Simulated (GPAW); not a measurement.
Computed results, one entry a study.

## Si2MoN4 (MoSi2N4-type monolayer): one start, several treatments of the self-energy

The cell holds 7 atoms: 1 Mo, 4 N and 2 Si. Its edges and angles: a = 2.866 Å, b = 2.866 Å, c = 17.900 Å, α = 90.0°, β = 90.0°, γ = 120.0°. Vacuum lies along c.

```xyz
7
Lattice="2.8663 0.0000 0.0000 -1.4332 2.4823 0.0000 0.0000 0.0000 17.9000" Properties=species:S:1:pos:R:3
Mo    0.0000    0.0000    8.9500
N     0.0000    1.6549   10.1750
N     0.0000    1.6549    7.7250
Si    0.0000    1.6549   11.9105
Si    0.0000    1.6549    5.9895
N     1.4332    0.8274   12.4173
N     1.4332    0.8274    5.4827
```

| Property | Result |
| --- | --- |
| method | DFT, LDA, plane waves, PAW (and 3 further levels or steps) |
| program | GPAW 26.7.0 |
| settings of one run | cutoff 600 eV, GPAW PAW setups 1.2.1 data release, 9×9×1 k-mesh, nbands 216 |
| cost | 4 runs, 18 min in all on 8 MPI ranks of Intel Xeon Platinum 8375C at 2.90GHz (Ice Lake), shared host (the runs of this entry) |
| notes | The structure was relaxed with LDA. Limits: no spin-orbit coupling. Bands and cutoff are finite, so the gap is not at the basis limit. The miss can reach some tenths of an eV and take either sign; the mesh is an error of its own. The program warns of a poor linear fit in the extrapolation of some level, so the extrapolated values are rough. |
| one-shot HSE06 | 2.417 eV |
| G0W0, extrapolated in the cutoff | 2.893 eV |
| one-shot Hartree-Fock | 7.061 eV |
| known limits | not at the basis limit; no spin-orbit coupling |

G0W0, extrapolated in the cutoff: +0.476 eV against one-shot HSE06, at other bands or cutoff, so not like for like. One-shot Hartree-Fock: +4.644 eV against one-shot HSE06.

[Paths, hosts, dates, memory and timing lines, banners, echoed tables and standing remarks are left out of the program output.]

[Logs are printed without paths, hosts, clocks, repeated set-up lines and the standing remarks that a program may print on its own settings, such as how far it seeks lower states.]

[Runs of the session that timed out or met a known fault of the program may be left out.]

[Hosts, paths, dates, database ids (printed as entryN), source tags and the programs' standing remarks are cut or masked in the printed files.]
